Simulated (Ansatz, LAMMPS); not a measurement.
## Ge in place of Sn at several sites of amorphous SnO2 (108 atoms)

Aim: make Ge in place of Sn at several sites of amorphous SnO2 (108 atoms), relax each, and compare their energies.

Method: Kohn-Sham DFT, PBE, PAW (set soft_1), plane waves, in Ansatz 0.2.0.

### 1. Set-up

The cell holds 108 atoms: 36 Sn and 72 O. Its edges and angles: a = 11.343 Å, b = 11.343 Å, c = 11.343 Å, α = 90.0°, β = 90.0°, γ = 90.0°. 108 atoms (36 Sn, 72 O) placed at random at 6.03 g/cm³, melted at 5000 K for 10 ps at fixed volume with the Morse and Coulomb pair potential with partial charges (Pedone, Malavasi, Menziani, Cormack and Segre, J. Phys. Chem. B 110, 11780 (2006)). Quenched from 5000 K to 300 K at 50 K/ps and fixed volume, held 10 ps at zero pressure, then minimised at fixed cell.

Limits known from the start: The quench rate of 50 K/ps is many orders above laboratory rates, so the cell is likely richer in defects and strain than a real sample. The network of bonds at the start is that of the classical potential that made the cell, and needn't be the one that DFT or experiment would give. Only the Γ point is sampled, in a cell whose shortest periodic width is 11 Å.

### 2. Single point at the start

The forces at the start show how far the geometry lies from a minimum of this functional.

File input.yaml:

```yaml
crystal:
  lattice:
    - [11.3429, 0.0, 0.0]
    - [0.0, 11.3429, 0.0]
    - [0.0, 0.0, 11.3429]
  atoms:
    - { symbol: Sn, position: [0.84907, 0.47396, 0.23969] }
    - { symbol: Sn, position: [0.97082, 0.17292, 0.52008] }
    - { symbol: Sn, position: [0.60477, 0.03781, 0.73364] }
    - { symbol: Sn, position: [0.75361, 0.64347, 0.02836] }
    - { symbol: Sn, position: [0.95717, 0.82532, 0.87825] }
    - { symbol: Sn, position: [0.63132, 0.79329, 0.24913] }
    - { symbol: Sn, position: [0.17835, 0.56333, 0.66382] }
    - { symbol: Sn, position: [0.3964, 0.64622, 0.00878] }
    - { symbol: Sn, position: [0.84176, 0.62101, 0.72942] }
    - { symbol: Sn, position: [0.01224, 0.64725, 0.44905] }
    - { symbol: Sn, position: [0.74229, 0.34471, 0.63291] }
    - { symbol: Sn, position: [0.44911, 0.42185, 0.79441] }
    - { symbol: Sn, position: [0.9212, 0.89148, 0.14291] }
    - { symbol: Sn, position: [0.20923, 0.25778, 0.67865] }
    - { symbol: Sn, position: [0.97213, 0.34336, 0.81474] }
    - { symbol: Sn, position: [0.33714, 0.38402, 0.19218] }
    - { symbol: Sn, position: [0.38563, 0.92519, 0.05191] }
    - { symbol: Sn, position: [0.80279, 0.1063, 0.98494] }
    - { symbol: Sn, position: [0.14076, 0.08358, 0.26183] }
    - { symbol: Sn, position: [0.38454, 0.18873, 0.93564] }
    - { symbol: Sn, position: [0.52929, 0.10646, 0.21485] }
    - { symbol: Sn, position: [0.68465, 0.6152, 0.46765] }
    - { symbol: Sn, position: [0.35308, 0.07359, 0.51116] }
    - { symbol: Sn, position: [0.07029, 0.59545, 0.01751] }
    - { symbol: Sn, position: [0.14427, 0.40351, 0.38184] }
    - { symbol: Sn, position: [0.10775, 0.05611, 0.9127] }
    - { symbol: Sn, position: [0.09772, 0.31191, 0.09425] }
    - { symbol: Sn, position: [0.88259, 0.87569, 0.55598] }
    - { symbol: Sn, position: [0.20441, 0.80774, 0.24736] }
    - { symbol: Sn, position: [0.42311, 0.7557, 0.49663] }
    - { symbol: Sn, position: [0.44612, 0.39553, 0.5061] }
    - { symbol: Sn, position: [0.56417, 0.71321, 0.77536] }
    - { symbol: Sn, position: [0.65394, 0.12717, 0.48408] }
    - { symbol: Sn, position: [0.82737, 0.1917, 0.26851] }
    - { symbol: Sn, position: [0.16693, 0.89982, 0.63552] }
    - { symbol: Sn, position: [0.61122, 0.35059, 0.08997] }
    - { symbol: O, position: [0.48347, 0.28538, 0.19362] }
    - { symbol: O, position: [0.984, 0.13577, 0.34386] }
    - { symbol: O, position: [0.4251, 0.50881, 0.11302] }
    - { symbol: O, position: [0.71567, 0.66035, 0.86154] }
    - { symbol: O, position: [0.50954, 0.33267, 0.94224] }
    - { symbol: O, position: [0.09175, 0.91721, 0.80094] }
    - { symbol: O, position: [0.32769, 0.89629, 0.55069] }
    - { symbol: O, position: [0.76861, 0.46907, 0.51653] }
    - { symbol: O, position: [0.98685, 0.59839, 0.62626] }
    - { symbol: O, position: [0.10761, 0.28653, 0.51343] }
    - { symbol: O, position: [0.07997, 0.69593, 0.29368] }
    - { symbol: O, position: [0.2733, 0.02793, 0.94274] }
    - { symbol: O, position: [0.84613, 0.7196, 0.47449] }
    - { symbol: O, position: [0.91191, 0.58213, 0.11058] }
    - { symbol: O, position: [0.96459, 0.64524, 0.87171] }
    - { symbol: O, position: [0.91704, 0.26602, 0.65996] }
    - { symbol: O, position: [0.32543, 0.4082, 0.36654] }
    - { symbol: O, position: [0.57377, 0.39731, 0.68071] }
    - { symbol: O, position: [0.16083, 0.54533, 0.48887] }
    - { symbol: O, position: [0.11646, 0.41206, 0.72528] }
    - { symbol: O, position: [0.09852, 0.20205, 0.82141] }
    - { symbol: O, position: [0.16818, 0.46436, 0.17352] }
    - { symbol: O, position: [0.79361, 0.84204, 0.24443] }
    - { symbol: O, position: [0.31549, 0.76433, 0.11451] }
    - { symbol: O, position: [0.22586, 0.0781, 0.65692] }
    - { symbol: O, position: [0.44953, 0.8036, 0.93448] }
    - { symbol: O, position: [0.44756, 0.69536, 0.65035] }
    - { symbol: O, position: [0.83092, 0.44731, 0.76275] }
    - { symbol: O, position: [0.061, 0.92476, 0.23606] }
    - { symbol: O, position: [0.69022, 0.17828, 0.6593] }
    - { symbol: O, position: [0.44976, 0.09076, 0.06267] }
    - { symbol: O, position: [0.68875, 0.64908, 0.64138] }
    - { symbol: O, position: [0.9794, 0.48216, 0.36142] }
    - { symbol: O, position: [0.94512, 0.3202, 0.18596] }
    - { symbol: O, position: [0.17847, 0.2625, 0.26119] }
    - { symbol: O, position: [0.27689, 0.28926, 0.0484] }
    - { symbol: O, position: [0.85657, 0.06141, 0.14775] }
    - { symbol: O, position: [0.34502, 0.25137, 0.55888] }
    - { symbol: O, position: [0.1939, 0.72968, 0.687] }
    - { symbol: O, position: [0.05337, 0.81399, 0.51524] }
    - { symbol: O, position: [0.75806, 0.98432, 0.51493] }
    - { symbol: O, position: [0.73394, 0.59622, 0.29525] }
    [... 24 atom lines left out ...]
    - { symbol: O, position: [0.43537, 0.0925, 0.357] }
    - { symbol: O, position: [0.04552, 0.42003, 0.96592] }
    - { symbol: O, position: [0.57958, 0.76623, 0.41087] }
    - { symbol: O, position: [0.47584, 0.10857, 0.81642] }
    - { symbol: O, position: [0.83262, 0.8017, 0.01448] }
    - { symbol: O, position: [0.88066, 0.80597, 0.71996] }
kpoints:
  mp_grid: { grid: [1, 1, 1] }
hamiltonian:
  xc: pbe
  pseudopotentials: { kind: paw, azcp: { folder: soft_1 } }
scf:
  occupations: { method: fixed }
output:
  forces: true
```

Launch:

```console
> ansatz run input.yaml --threads 4 --pin off --max-ram 15872MiB --backend cpu --events-out ev --progress --plain --runs-dir out
```

Numbers of over 12 decimals in the logs are rounded to 6 here.

What it wrote:

```text
Engine: ansatz 0.2.0, x86_64-unknown-linux-gnu
Pseudopotentials: kind: paw
Pseudopotential: Sn, paw, valence charge 14, recommended cutoff 420 eV (normal), soft_1/Sn.paw.azcp
Pseudopotential: O, paw, valence charge 6, recommended cutoff 420 eV (normal), soft_1/O.paw.azcp
[... 5 lines on functional and potentials left out ...]
Crystal: 108 atoms, lattice volume = 1459.393 Å³
Basis set: ecut = 420 eV, 28425 PW (Γ), exchange–correlation on 160×160×160 points (8 copies of the dense FFT grid, shifted against one another)
Bands: 576, of which v1, the nominal top of the filled ones, is band 468 counted from 1 (467 counted from 0)
Symmetry: 1 space group operations
Space group: P1 (ITA 1), of the structure as read, at distance tolerance 1.1e-4 Å
k-points: 1
[... 5 lines on functional and potentials left out ...]
Initial density: superposition of atomic densities (chi_scale 0.1, normalization cell, long waves kept (reshape's long-wave potential 0.13 eV rms))
Initial wavefunctions: pseudopotential atomic-orbital guess
Functional: x = pbe(κ = 0.804, μ = 0.219515), c = pbe(β = 0.066725)
SCF iter   1: F=—  HF=-257714.337298 eV  |F-HF|=—  |Δ(HF+E_count)|=         —  Δρ=7.72e-2  dr2=7.67e1  ethr=3.10e-3  ⟨swp⟩=4.0  Hψ=1828  notcnv=0  defer=103
preconditioner: auto → Resta (q_TF=auto, 2.534 Å⁻¹)  ε∞=3.4  [insulator: Δε(μ)=1.219 eV  Ē_g=19.340 eV  n_scr=388 (ndim 8)  ℏωp=29.7 eV  f_vac=0.048  ε∞_Penn≈3.4]
SCF iter   2: F=—  HF=-257697.615078 eV  |F-HF|=—  |Δ(HF+E_count)|=    1.67e1  Δρ=3.66e-2  dr2=1.08e1  ethr=3.10e-3  ⟨swp⟩=2.0  Hψ=885  notcnv=0  defer=101
SCF iter   3: F=—  HF=-257696.431779 eV  |F-HF|=—  |Δ(HF+E_count)|=    1.18e0  Δρ=1.43e-2  dr2=2.81e0  ethr=1.15e-3  ⟨swp⟩=3.0  Hψ=1095  notcnv=0  defer=105
SCF iter   4: F=—  HF=-257696.378325 eV  |F-HF|=—  |Δ(HF+E_count)|=   5.35e-2  Δρ=6.77e-3  dr2=6.76e-1  ethr=3.01e-4  ⟨swp⟩=2.0  Hψ=718  notcnv=0  defer=106
SCF iter   5: F=—  HF=-257696.381203 eV  |F-HF|=—  |Δ(HF+E_count)|=   2.88e-3  Δρ=3.22e-3  dr2=1.60e-1  ethr=7.23e-5  ⟨swp⟩=2.0  Hψ=855  notcnv=0  defer=106
SCF iter   6: F=—  HF=-257696.396700 eV  |F-HF|=—  |Δ(HF+E_count)|=   1.55e-2  Δρ=1.38e-3  dr2=2.68e-2  ethr=1.71e-5  ⟨swp⟩=2.0  Hψ=704  notcnv=0  defer=106
SCF iter   7: F=—  HF=-257696.409055 eV  |F-HF|=—  |Δ(HF+E_count)|=   1.24e-2  Δρ=5.64e-4  dr2=5.57e-3  ethr=2.86e-6  ⟨swp⟩=2.0  Hψ=713  notcnv=0  defer=106
SCF iter   8: F=—  HF=-257696.414458 eV  |F-HF|=—  |Δ(HF+E_count)|=   5.40e-3  Δρ=3.29e-4  dr2=1.71e-3  ethr=5.95e-7  ⟨swp⟩=2.0  Hψ=722  notcnv=0  defer=106
SCF iter   9: F=—  HF=-257696.414548 eV  |F-HF|=—  |Δ(HF+E_count)|=   9.02e-5  Δρ=1.27e-4  dr2=2.68e-4  ethr=1.82e-7  ⟨swp⟩=2.0  Hψ=708  notcnv=0  defer=101
SCF iter  10: F=—  HF=-257696.414726 eV  |F-HF|=—  |Δ(HF+E_count)|=   1.78e-4  Δρ=5.12e-5  dr2=3.95e-5  ethr=2.86e-8  ⟨swp⟩=2.0  Hψ=708  notcnv=0  defer=101
SCF iter  11: F=—  HF=-257696.412512 eV  |F-HF|=—  |Δ(HF+E_count)|=   2.21e-3  Δρ=3.21e-5  dr2=1.49e-5  ethr=4.22e-9  ⟨swp⟩=2.0  Hψ=821  notcnv=0  defer=101
SCF iter  12: F=—  HF=-257696.412514 eV  |F-HF|=—  |Δ(HF+E_count)|=   1.63e-6  Δρ=1.26e-5  dr2=2.12e-6  ethr=1.59e-9  ⟨swp⟩=2.0  Hψ=720  notcnv=0  defer=101
SCF iter  13: F=—  HF=-257696.412515 eV  |F-HF|=—  |Δ(HF+E_count)|=   1.40e-6  Δρ=5.52e-6  dr2=4.48e-7  ethr=2.27e-10  ⟨swp⟩=2.0  Hψ=724  notcnv=0  defer=101
SCF iter  14: F=-257696.412515 eV  HF=-257696.412515 eV  |F-HF|=3.89e-8  |Δ(HF+E_count)|=   2.33e-7  Δρ=2.30e-6  dr2=7.46e-8  ethr=1.07e-11  ⟨swp⟩=5.0  Hψ=1740  notcnv=0
SCF 1 converged in 14 iterations: F = -257696.412515 eV  dr2 = 7.46e-8
  greatest PAW one-centre occupation: 0.996 electrons in one spin orbital (limit 2), on the Sn atom at site 19 (counted from 0), in its partial waves of l = 2
SCF converged after 14 iterations
Free energy (F): -257696.412515 eV
Harris-Foulkes:  -257696.412515 eV  (|F-HF|=3.89e-8)
Internal energy: -257696.412515 eV  (E = F + TS)
E sigma→0 (E₀):  -257696.412515 eV
Fermi energy:    8.068226 eV
--- Per-component energies (eV) ---
  E_band       = -3759.238831
  E_kinetic    = 18290.892117
  E_local      = -69731.728241  (includes V_loc(G=0)·N_el)
  E_nonlocal   = 9024.040751
  E_hartree    = 31535.842244
  E_xc         = -9637.098386
  E_vxc        = -9417.463858  (∫ρ·V_xc dr)
  E_paw        = -169189.107336  (= ΣΔE_a)
  E_vpaw       = -14996.723035  (= ΣTr[D̂ρ^β])
  E_aug_tail   = 0.066527  (compensation charges beyond the density's cutoff)
  E_ewald      = -67989.320191
  E_smearing   = -0.000000  (= −TS)
  E_closure    = 0.000000  (closes the sum)
  Σ components = -257696.412515   (vs F -257696.412515, Δ=0.00e0)
--- Forces (eV/Å), atoms counted from 1 ---
  atom   1  Sn     0.35585578    -0.37290680    -0.51266187
  atom   2  Sn    -0.06623439    -0.33807635    -0.41980236
  atom   3  Sn    -0.19774737     0.77471520     0.92144084
  atom   4  Sn     0.52876169     0.17079721     0.86481719
  atom   5  Sn     0.27648559    -0.78611671     0.40220378
  atom   6  Sn     0.56474208     0.01506913    -1.10118195
  atom   7  Sn    -0.65329193     0.58836883     0.27709611
  atom   8  Sn    -1.13838429    -0.14262997     0.85957439
  atom   9  Sn     0.65843495     0.06921342    -0.85099338
  atom  10  Sn    -0.24421535     0.15844091     0.44191105
  atom  11  Sn    -0.03459509     0.34533624    -0.39245982
  atom  12  Sn     0.23213171    -0.71402772    -0.03835729
  atom  13  Sn     0.05549658    -0.94109332    -0.53338236
  atom  14  Sn    -0.06595442     0.02330972    -0.61860661
[...]
atom 107  O     -0.57905877     0.88842488    -0.77807616
  atom 108  O     -0.62388929    -0.02690461     0.31299016
  max |Σ_I F_I| component: 4.24e-5 eV/Å
```

Elapsed: 16 s, on 4 threads of Intel Xeon Platinum 8559C (Emerald Rapids), shared host; peak memory 2.3 GiB.

The r.m.s. force at the start is 0.50 eV/Å.

### 3. Relaxation

With the cell held, the atoms are moved downhill towards a nearby minimum.

File input.yaml:

```yaml
crystal:
  lattice:
    - [11.3429, 0.0, 0.0]
    - [0.0, 11.3429, 0.0]
    - [0.0, 0.0, 11.3429]
  atoms:
    [... the 108 atom lines of step 2 ...]
kpoints:
  mp_grid: { grid: [1, 1, 1] }
hamiltonian:
  xc: pbe
  pseudopotentials: { kind: paw, azcp: { folder: soft_1 } }
scf:
  occupations: { method: fixed }
output:
  forces: true
relax:
  f_tol: 0.05
  max_steps: 120
```

What it wrote:

```text
[...]
Crystal: 108 atoms, lattice volume = 1459.393 Å³
Basis set: ecut = 420 eV, 28425 PW (Γ), exchange–correlation on 160×160×160 points (8 copies of the dense FFT grid, shifted against one another)
Bands: 576, of which v1, the nominal top of the filled ones, is band 468 counted from 1 (467 counted from 0)
Symmetry: 1 space group operations
[...]
k-points: 1
[...]
SCF iter   1: F=—  HF=-257714.337296 eV  |F-HF|=—  |Δ(HF+E_count)|=         —  Δρ=7.72e-2  dr2=7.67e1  ethr=3.10e-3  ⟨swp⟩=4.0  Hψ=1828  notcnv=0  defer=103
[...]
SCF iter  11: F=-257696.412505 eV  HF=-257696.412512 eV  |F-HF|=6.65e-6  |Δ(HF+E_count)|=   3.86e-5  Δρ=3.22e-5  dr2=1.50e-5  ethr=4.22e-9  ⟨swp⟩=4.0  Hψ=1417  notcnv=0
SCF 1 converged in 11 iterations: F = -257696.412505 eV  dr2 = 1.50e-5
[...]
relax step   1: F+E_penalty+E_count = -257696.41250538 eV  Δ(F+E_penalty+E_count) = +0.000e0 eV  max|allowed force component| = 1.255e0 eV/Å  Δτ_max = 0.0000 Å  (11 SCF iters, dr2 threshold 6.25e-5 eV, accepted)
[...]
relax step   2: F+E_penalty+E_count = -257699.37548440 eV  Δ(F+E_penalty+E_count) = -2.963e0 eV  max|allowed force component| = 6.313e-1 eV/Å  Δτ_max = 0.1966 Å  (9 SCF iters, dr2 threshold 9.84e-5 eV, accepted)
[...]
relax step   3: F+E_penalty+E_count = -257699.99342880 eV  Δ(F+E_penalty+E_count) = -6.179e-1 eV  max|allowed force component| = 3.942e-1 eV/Å  Δτ_max = 0.0959 Å  (8 SCF iters, dr2 threshold 2.49e-5 eV, accepted)
relax step   4: F+E_penalty+E_count = -257700.44874959 eV  Δ(F+E_penalty+E_count) = -4.553e-1 eV  max|allowed force component| = 1.823e-1 eV/Å  Δτ_max = 0.2000 Å  (8 SCF iters, dr2 threshold 3.93e-5 eV, accepted)
relax step   5: F+E_penalty+E_count = -257700.58053295 eV  Δ(F+E_penalty+E_count) = -1.318e-1 eV  max|allowed force component| = 1.336e-1 eV/Å  Δτ_max = 0.2000 Å  (9 SCF iters, dr2 threshold 7.11e-6 eV, accepted)
relax step   6: F+E_penalty+E_count = -257700.62724096 eV  Δ(F+E_penalty+E_count) = -4.671e-2 eV  max|allowed force component| = 1.594e-1 eV/Å  Δτ_max = 0.2000 Å  (9 SCF iters, dr2 threshold 3.82e-6 eV, accepted)
relax step   7: F+E_penalty+E_count = -257700.63162018 eV  Δ(F+E_penalty+E_count) = -4.379e-3 eV  max|allowed force component| = 1.736e-1 eV/Å  Δτ_max = 0.2000 Å  (8 SCF iters, dr2 threshold 1.37e-5 eV, accepted)
relax step   8: F+E_penalty+E_count = -257700.65208255 eV  Δ(F+E_penalty+E_count) = -2.046e-2 eV  max|allowed force component| = 9.779e-2 eV/Å  Δτ_max = 0.0818 Å  (6 SCF iters, dr2 threshold 3.01e-5 eV, accepted)
relax step   9: F+E_penalty+E_count = -257700.65325588 eV  Δ(F+E_penalty+E_count) = -1.173e-3 eV  max|allowed force component| = 6.557e-2 eV/Å  Δτ_max = 0.2000 Å  (9 SCF iters, dr2 threshold 3.04e-6 eV, accepted)
relax step  10: F+E_penalty+E_count = -257700.65917255 eV  Δ(F+E_penalty+E_count) = -5.917e-3 eV  max|allowed force component| = 8.392e-2 eV/Å  Δτ_max = 0.0798 Å  (9 SCF iters, accepted)
relax step  11: F+E_penalty+E_count = -257700.65741472 eV  Δ(F+E_penalty+E_count) = +1.758e-3 eV  max|allowed force component| = 5.959e-2 eV/Å  Δτ_max = 0.1353 Å  (8 SCF iters, dr2 threshold 3.17e-6 eV, rejected (line search))
[...]
relax step  12: F+E_penalty+E_count = -257700.66213412 eV  Δ(F+E_penalty+E_count) = -2.962e-3 eV  max|allowed force component| = 2.586e-2 eV/Å  Δτ_max = 0.0631 Å  (9 SCF iters, accepted)
SCF converged after 9 iterations
Free energy (F): -257700.662134 eV
[...]
Internal energy: -257700.662134 eV  (E = F + TS)
E sigma→0 (E₀):  -257700.662134 eV
Fermi energy:    8.039452 eV
[...]
--- Forces (eV/Å), atoms counted from 1 ---
  atom   1  Sn     0.00361808     0.00718032    -0.00179252
  atom   2  Sn    -0.00215790     0.02469329     0.00013468
  atom   3  Sn     0.01155765     0.00285807     0.00799477
  atom   4  Sn     0.00201795     0.00988177     0.00558568
  atom   5  Sn    -0.00692007    -0.00773483     0.00585246
  atom   6  Sn    -0.00540892    -0.01442602    -0.00814281
  atom   7  Sn     0.00755664    -0.01030772     0.01066908
  atom   8  Sn     0.00232241    -0.01618969    -0.00876579
  atom   9  Sn     0.00681262     0.01671769     0.00118529
  atom  10  Sn    -0.01512635    -0.00288902     0.00043907
  atom  11  Sn    -0.00999664    -0.02346357     0.01391904
  atom  12  Sn    -0.00412016     0.00878406     0.01405488
  atom  13  Sn    -0.01629652    -0.01545261    -0.00942981
  atom  14  Sn     0.00036009     0.00427719     0.00990094
[...]
atom 107  O      0.00179533    -0.00020127     0.00788967
  atom 108  O      0.00097683     0.00460585    -0.00169166
  max |Σ_I F_I| component: 1.40e-4 eV/Å
--- Relaxed structure (12 steps of the walk, 11 accepted, 0 SCFs on fresh bases) ---
  F+E_penalty+E_count = -257700.66213412 eV   max|allowed force component| = 2.586e-2 eV/Å
  atoms:
    - { symbol: Sn, position: [0.844313, 0.479338, 0.229007] }
    - { symbol: Sn, position: [0.966804, 0.166989, 0.518850] }
    - { symbol: Sn, position: [0.589735, 0.043008, 0.749915] }
    - { symbol: Sn, position: [0.757324, 0.647176, 0.018120] }
[...]
- { symbol: O, position: [0.876577, 0.798203, 0.715109] }
```

Elapsed: 2 min, on 4 threads; peak memory 2.3 GiB.

The relaxation converged after 12 steps, 4.25 eV below its start, with a largest force component of 0.026 eV/Å.

[end of part 1 of 3]

[Logs are printed without paths, hosts, clocks, repeated set-up lines and the standing remarks that a program may print on its own settings, such as how far it seeks lower states.]

[Hosts, paths, dates, database ids (printed as entryN), source tags and the programs' standing remarks are cut or masked in the printed files.]
